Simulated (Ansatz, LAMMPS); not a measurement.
# Gap against volume in glassy 55SiO2-24Al2O3-11BaO-11CaO (mol %) (124 atoms)

Density of this cell: 2.99 g/cm³. The cell holds 124 atoms: 21 Si, 18 Al, 4 Ba, 4 Ca and 77 O. Cell: a = 11.736 Å, b = 12.009 Å, c = 11.875 Å, α = 90.4°, β = 89.5°, γ = 89.1°. The starting structure: 124 atoms (21 Si, 18 Al, 4 Ba, 4 Ca, 77 O) placed at random at 2.93 g/cm³, melted at 4000 K for 10 ps at fixed volume with the Morse and Coulomb pair potential with partial charges (Pedone, Malavasi, Menziani, Cormack and Segre, J. Phys. Chem. B 110, 11780 (2006)). Quenched from 4000 K to 300 K at 60 K/ps and fixed volume, held 10 ps at zero pressure.

Calculated with Ansatz 0.2.0: Kohn-Sham DFT, PBE, PAW (set soft_2), plane waves; cutoff 420 eV, Γ point, gaussian smearing of 0.05 eV. The relaxed cell was scaled evenly and the atoms were relaxed at each volume. The gap is that between the highest filled and the lowest empty Kohn-Sham level on the run's k-points.

| volume (Å³/atom) | gap (eV) |
| --- | --- |
| 12.144 | 4.196 |
| 12.684 | ? |
| 13.089 | 4.007 |
| 13.494 | 3.890 |
| 13.898 | 3.758 |
| 14.303 | 3.623 |

**Question.** Fit a straight line in ln V to the rows given and interpolate to the withheld row.

Worked fit:

A volume deformation potential makes the spacing linear in u = ln(V/V0), with V0 = 13.494 Å³ the relaxed volume; v is the spacing.

```
u = ln(V/V0)  v (eV)
   -0.105361  4.1958
  -0.0304589  4.0069
           0  3.8903
   0.0295590  3.7584
   0.0582688   3.623
```

With n = 5: mean u = -0.00959846, mean v = 3.89488, Σ(u − ū)² = 0.015837, Σ(u − ū)(v − v̄) = -0.054994. Slope b = -0.054994 / 0.015837 = -3.4725; intercept a = v̄ − b ū = 3.8615.

At the withheld volume u = -0.06188, and v = a + b u.

Prediction at 12.684: 4.076 eV. The run gave 4.117 eV, so the fit is low by 0.040 eV (0.98 % of the value).

The slope, -3.47 eV, says that the spacing narrows on expansion. Among the rows given, the largest miss of the fit is at 13.089, by 0.040 eV (6.9 % of the range of the table).

Limits: The table spans 16 % in volume, wide for a linear law. Semilocal functionals tend to put gaps under measured ones. Only the Γ point is sampled. Atoms move by up to 1.0 Å in these relaxations, so the structure changes along the series. Defect or tail levels can set the spacing of a disordered cell. Spin–orbit coupling is left out, which matters for the levels of the heavy elements.

[Logs are printed without paths, hosts, clocks, repeated set-up lines and the standing remarks that a program may print on its own settings, such as how far it seeks lower states.]

[Hosts, paths, dates, database ids (printed as entryN), source tags and the programs' standing remarks are cut or masked in the printed files.]
